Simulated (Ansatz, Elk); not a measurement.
## Ca2La: X-ray structure factors from the self-consistent density

Structure refinements treat a crystal as free atoms side by side. For a made-up structure of Ca2La (cell and positions from a PBE relaxation) the runs below show what the calculated density changes in F(hkl).

Method: DFT, PBE, all-electron APW+lo, Dirac cores, scalar-relativistic bands, static density, no spin, in Elk 11.2.3 (patched build).

The structure was built from a prototype and need not be the compound's stable phase.

### 1. The structure

It takes space group P6/mmm (No. 191, hexagonal). Conventional cell: a = 6.158 Å, b = 6.158 Å, c = 3.651 Å, α = 90.00°, β = 90.00°, γ = 120.00°. La has 2 La at 3.65 Å and 12 Ca at 4.00 Å nearest. Nearest to Ca lie 5 Ca at 3.56 to 3.65 Å and 6 La at 4.00 Å. Farther neighbours are not listed.

As a file:

```cif
data_structure
_symmetry_space_group_name_H-M 'P 1'
_symmetry_Int_Tables_number 1
_cell_length_a 6.1583
_cell_length_b 6.1583
_cell_length_c 3.6515
_cell_angle_alpha 90.000
_cell_angle_beta 90.000
_cell_angle_gamma 120.000
_cell_volume 119.93
loop_
_atom_site_label
_atom_site_type_symbol
_atom_site_fract_x
_atom_site_fract_y
_atom_site_fract_z
_atom_site_occupancy
La1 La 0.00000 0.00000 0.00000 1
Ca2 Ca 0.66667 0.33333 0.50000 1
Ca3 Ca 0.33333 0.66667 0.50000 1
```

### 2. Ground state and structure factors

An all-electron density is needed, since X-rays see the cores too. Task 0 finds the density and task 195 Fourier-transforms it; tshift is off so that phases refer to the origin typed.

The input, elk.in:

```
tasks
  0
  195

xctype
  20

spinpol
  .false.

rgkmax
  7.0

gmaxvr
  14.0

lmaxo
  7

lmaxapw
  8

swidth
  0.002

tshift
  .false.

ramdisk
  .false.

hmaxvr
  5.5

maxscl
  120

epspot
  1e-06

sppath
  './'

avec
  11.63756470943 0.00000000000 0.00000000000
  -5.81878235472 10.07842667655 0.00000000000
  0.00000000000 0.00000000000 6.90025987058

atoms
  2
  'La.in'
  1
  -0.0000000000 -0.0000000000 0.0000000000   0.000000 0.000000 0.000000
  'Ca.in'
  2
  0.6666666667 0.3333333333 0.5000000000   0.000000 0.000000 0.000000
  0.3333333333 0.6666666667 0.5000000000   0.000000 0.000000 0.000000

ngridk
  4 4 6
```

The run is started by

```bash
> OMP_NUM_THREADS=4 elk
```

Numbers of over 12 decimals in the logs are rounded to 6 here.

The log of the run:

```text
┌─────────────────────────┐
│ Elk code version 11.2.3 │
└─────────────────────────┘

All units are atomic (Hartree, Bohr, etc.)

┌─────────────────────────────────────────────────┐
│ Ground-state run starting from atomic densities │
└─────────────────────────────────────────────────┘

Lattice vectors :
   11.63756471       0.000000000       0.000000000
  -5.818782355       10.07842668       0.000000000
   0.000000000       0.000000000       6.900259871

Reciprocal lattice vectors :
  0.5399055098      0.3117145914      -0.000000000
   0.000000000      0.6234291828       0.000000000
   0.000000000      -0.000000000      0.9105722719

Unit cell volume      :    809.3200439
Brillouin zone volume :   0.3064921168

Muffin-tin inner radius fraction :   0.1000000000E-01

Nuclei treated as point charges

Species : 1 (La)
 parameters loaded from : La.in
 name : lanthanum
 nuclear charge    :   -57.00000000
 electronic charge :    57.00000000
 atomic mass :    253209.2366
 muffin-tin radius :    2.800000000
 number of radial points in muffin-tin :   1393
 inner part over the whole radius :   0.9924947902E-02
 number on inner part of muffin-tin    :    996
 approximate nuclear radius :   0.9226798129E-04
 number of mesh points to nuclear radius :    505
 atomic positions (lattice), magnetic fields (Cartesian) :
  1 :   0.00000000  0.00000000  0.00000000    0.00000000  0.00000000  0.00000000

Species : 2 (Ca)
 parameters loaded from : Ca.in
 name : calcium
 nuclear charge    :   -20.00000000
 electronic charge :    20.00000000
 atomic mass :    73057.72475
 muffin-tin radius :    2.400000000
 number of radial points in muffin-tin :    993
 inner part over the whole radius :   0.9970789793E-02
 number on inner part of muffin-tin    :    698
 approximate nuclear radius :   0.6614485811E-04
 number of mesh points to nuclear radius :    321
 atomic positions (lattice), magnetic fields (Cartesian) :
  1 :  -0.33333333  0.33333333  0.50000000    0.00000000  0.00000000  0.00000000
  2 :   0.33333333 -0.33333333  0.50000000    0.00000000  0.00000000  0.00000000

Total number of atoms per unit cell :    3
Total muffin-tin volume :    207.7639942
 ratio of muffin-tin to unit cell volume :   0.2567142575

Spin treatment :
 spin-unpolarised

Number of Bravais lattice symmetries :   24
Number of crystal symmetries         :   24
Crystal has inversion symmetry
Real symmetric eigensolver will be used

k-point grid :      4     4     6
k-point offset :    0.000000000       0.000000000       0.000000000
k-point set is reduced with full crystal symmetry group
Total number of k-points :       16

Muffin-tin radius times maximum |G+k| :    7.000000000
 using average radius
Maximum |G+k| for APW functions       :    2.763157895
Maximum (1/2)|G+k|²                   :    3.817520776
Maximum |G| for potential and density :    14.00000000
Constant for pseudocharge density :   10
 order of it for each species :   17  17
 order of it for pair densities of each species (exact exchange by exxq0 0: 18) :   12   8
Radial integration step length :    1

G-vector grid sizes :     54    54    32
Number of G-vectors :    37483

Maximum angular momentum used for
 APW functions            :    8
 outer part of muffin-tin :    7
 inner part of muffin-tin :    2

Total nuclear charge    :   -97.00000000
Total core charge       :    66.00000000
Total valence charge    :    31.00000000
Total excess charge     :    0.000000000
Total electronic charge :    97.00000000

Effective Wigner radius, rₛ :    1.258210536

Number of empty states         :     12
Total number of valence states :     28
Total number of core states    :     66

Third-order local-orbitals added for an l without core states : T
Total number of local-orbitals :     29

Exchange-correlation functional :     20     0     0
 Perdew-Burke-Ernzerhof, Phys. Rev. Lett. 77, 3865 (1996)
 gradient requirement :    1
 generalised gradient approximation (GGA)

Smearing type :    3
 Fermi-Dirac
Smearing width :   0.2000000000E-02
[...]
exchange                    :     -271.73020357734
 correlation                 :     -4.764810
 electron entropic           :    -0.16756645311906E-02
 total energy                :     -9859.3296995352

Density of states at Fermi energy :    129.4600122
 (states/Hartree/unit cell)

Estimated indirect band gap :   0.1753124838E-02
 from k-point 6 to k-point 12
Estimated direct band gap   :   0.1102459815E-01
 at k-point 6

Charges :
 core                        :    66.00000000
 valence                     :    31.00000000
 interstitial                :    6.114560432
 muffin-tins (core leakage)
  species : 1 (La)
   atom 1                    :    54.65965969     (  0.2201078655E-03)
  species : 2 (Ca)
   atom 1                    :    18.11288994     ( -0.1989862000E-06)
   atom 2                    :    18.11288994     ( -0.1989862000E-06)
 total in muffin-tins        :    90.88543957
 total calculated charge     :    96.99982394
 total charge                :    97.00000000
 error                       :   0.1760596503E-03

RMS change in Kohn-Sham potential (target) :   0.2430082747     (  0.1000000000E-05)
Absolute change in total energy (target)   :   0.3678471669     (  0.1000000000E-03)

[... loops 3 to 13 left out ...]

┌──────────────────┐
│ Loop number : 14 │
└──────────────────┘

Energies :
 Fermi                       :     0.167991
 sum of occupied eigenvalues :     -6046.5571289687
 electron kinetic            :      10464.970571011
 core electron kinetic       :      10321.645009693
 Coulomb                     :     -20047.035105564
 Coulomb potential           :     -16151.414970060
 nuclear-nuclear             :     -795.60158676160
 electron-nuclear            :     -22363.663755867
 Hartree                     :      3112.2302370649
 Madelung                    :     -11971.327620534
 xc potential                :     -360.11272991922
 exchange                    :     -271.61257585942
 correlation                 :     -4.762989
 electron entropic           :    -0.17201903787418E-02
 total energy                :     -9858.4418197908

Density of states at Fermi energy :    132.9487792
 (states/Hartree/unit cell)

Estimated indirect band gap :   0.2215580409E-02
 from k-point 5 to k-point 10
Estimated direct band gap   :   0.4029943922E-02
 at k-point 14

Charges :
 core                        :    66.00000000
 valence                     :    31.00000000
 interstitial                :    6.226674406
 muffin-tins (core leakage)
  species : 1 (La)
[...]
species : 2 (Ca)
[...]
total in muffin-tins        :    90.77332559
 total calculated charge     :    96.99982904
 total charge                :    97.00000000
 error                       :   0.1709615781E-03

RMS change in Kohn-Sham potential (target) :   0.7105719565E-06 (  0.1000000000E-05)
Absolute change in total energy (target)   :   0.3479637599E-05 (  0.1000000000E-03)

Convergence targets achieved

┌──────────────────┐
│ Loop number : 15 │
└──────────────────┘

Energies :
 Fermi                       :     0.167991
 sum of occupied eigenvalues :     -6046.5571340448
 electron kinetic            :      10464.970579497
 core electron kinetic       :      10321.645016317
 Coulomb                     :     -20047.035117351
 Coulomb potential           :     -16151.414956092
 nuclear-nuclear             :     -795.60158676160
 electron-nuclear            :     -22363.663794075
 Hartree                     :      3112.2302634854
 Madelung                    :     -11971.327639305
 xc potential                :     -360.11275744880
 exchange                    :     -271.61257630094
 correlation                 :     -4.762989
 electron entropic           :    -0.17201906678332E-02
 total energy                :     -9858.4418235520

Density of states at Fermi energy :    132.9488675
 (states/Hartree/unit cell)

Estimated indirect band gap :   0.2215641180E-02
 from k-point 5 to k-point 10
Estimated direct band gap   :   0.4029938212E-02
 at k-point 14

Charges :
 core                        :    66.00000000
 valence                     :    31.00000000
 interstitial                :    6.226673959
 muffin-tins (core leakage)
  species : 1 (La)
   atom 1                    :    54.52121608     (  0.2163777652E-03)
  species : 2 (Ca)
   atom 1                    :    18.12605498     ( -0.1987947211E-06)
   atom 2                    :    18.12605498     ( -0.1987947211E-06)
 total in muffin-tins        :    90.77332604
 total calculated charge     :    96.99982904
 total charge                :    97.00000000
 error                       :   0.1709610776E-03

┌──────────────────────────────┐
│ Self-consistent loop stopped │
└──────────────────────────────┘

Warning : core states of species 1 leak from the muffin-tin :   0.2163777652E-03

Wrote STATE.OUT
```

The job ended after 16 s (4 threads of Arm Neoverse V2, shared host; peak memory 0.18 GiB).

SFACRHO.OUT:

```text

h k l indices transformed by vhmat matrix:
   1.000000000       0.000000000       0.000000000    
   0.000000000       1.000000000       0.000000000    
   0.000000000       0.000000000       1.000000000    

      h      k      l  multipl.   |H|            Re(F)            Im(F)           |F|

      0      0      0      1   0.0000000       97.000000      0.25789065E-16   97.000000    
     -1      0      0      6  0.62342918       34.997296      -0.0000000       34.997296    
      0      0      1      2  0.91057227       16.991188      0.18113327E-13   16.991188    
     -2      1      0      6   1.0798110       78.421607     -0.24836667E-15   78.421607    
     -1      1     -1     12   1.1035424       62.677788      0.16847358E-13   62.677788    
     -2      0      0      6   1.2468584       31.382861      -0.0000000       31.382861    
      1     -2      1     12   1.4124920       16.405036     -0.22492399E-14   16.405036    
      0      2     -1     12   1.5439552       56.740582      0.56157859E-14   56.740582    
      1     -3      0     12   1.6494386       29.129027     -0.11231572E-13   29.129027    
      0      0      2      2   1.8211445       65.411542     -0.28632765E-13   65.411542    
      3     -3      0      6   1.8702875       64.634193      0.19477358E-15   64.634193    
     -2     -1      1     24   1.8840885       52.313223     -0.56157859E-14   52.313223    
      0     -1     -2     12   1.9248978       27.801070     -0.25271037E-13   27.801070    
      0      3     -1     12   2.0801724       15.688684     -0.79535830E-14   15.688684    
     -1      2      2     12   2.1172055       60.851755     -0.39788776E-13   60.851755    
      2     -4      0      6   2.1596220       60.179288      0.19841016E-13   60.179288    
      2     -2     -2     12   2.2070848       26.576106     -0.22463144E-13   26.576106    
      4     -1      0     12   2.2478059       26.372765      -0.0000000       26.372765
```

Elk indexes on the primitive cell of elk.in and gives |H| = 4π sin θ/λ in inverse bohr. Below, one row stands for each form hkl of the conventional cell (m members, Friedel mates merged), F is for one primitive cell and the density is static (no thermal factor). Free-atom factors are Waasmaier and Kirfel's, and R is Σm||F|−|F'||/Σm|F|.

```
hkl   m  sin θ/λ (Å⁻¹)  abs F, DFT  neutral atoms   diff.
100   6          0.094      34.997         34.866  +0.131
001   2          0.137      16.991         17.171  -0.180
110   6          0.162      78.422         78.419  +0.002
101  12          0.166      62.678         62.718  -0.041
200   6          0.188      31.383         31.388  -0.005
111  12          0.212      16.405         16.489  -0.084
201  12          0.232      56.741         56.594  +0.146
210  12          0.248      29.129         29.169  -0.040
002   2          0.274      65.412         65.348  +0.064
300   6          0.281      64.634         64.555  +0.079
211  24          0.283      52.313         52.222  +0.091
102  12          0.289      27.801         27.804  -0.003
301  12          0.313      15.689         15.694  -0.005
112  12          0.318      60.852         60.772  +0.080
220   6          0.325      60.179         60.157  +0.022
202  12          0.332      26.576         26.555  +0.022
310  12          0.338      26.373         26.385  -0.012
221  12          0.352      15.445         15.453  -0.008
```

### 3. The highest occupied states alone

An energy window below the Fermi level keeps the highest occupied states, to see at which angles they scatter; shallow core shells can lie inside it and anion s states outside. No new self-consistency is needed.

Changes to elk.in since step 2:

```diff
@@ -1,3 +1,2 @@
 tasks
-  0
   195
@@ -40,2 +39,5 @@
 
+wsfac
+  -0.199500 0.467990
+
 sppath
```

The run is started by

```bash
> OMP_NUM_THREADS=4 elk
```

The log of the run:

```text
┌─────────────────────────────────┐
│ Elk code version 11.2.3 started │
└─────────────────────────────────┘

Info(readinput): the functional depends on the density's gradient
 muffin-tin radial points multiplied by    2.00000
 (not where nrmtscf is given)

┌────────────────────┐
│ Current task : 195 │
└────────────────────┘

Info(sfacrho): density structure factors written to SFACRHO.OUT

 Energy window :  -0.1995000000      0.4679900000

┌──────────────────┐
│ Elk code stopped │
└──────────────────┘
```

Run time: 9.2 s. Hardware: 4 threads; peak memory 0.17 GiB.

States within 10 eV below the Fermi level hold 7.00 electrons; any levels below the window count with the cores. Their amplitudes can exceed the total, where window and core parts have opposite phase:

```
hkl  sin θ/λ (Å⁻¹)  abs F, window  abs F, all
100          0.094          0.488      34.997
001          0.137          0.060      16.991
110          0.162          0.065      78.422
101          0.166          0.035      62.678
200          0.188          0.095      31.383
111          0.212          0.005      16.405
201          0.232          0.158      56.741
210          0.248          0.042      29.129
002          0.274          0.125      65.412
300          0.281          0.147      64.634
```

[end of part 1 of 2]

[Logs are printed without paths, hosts, clocks, repeated set-up lines and the standing remarks that a program may print on its own settings, such as how far it seeks lower states.]

[Hosts, paths, dates, database ids (printed as entryN), source tags and the programs' standing remarks are cut or masked in the printed files.]
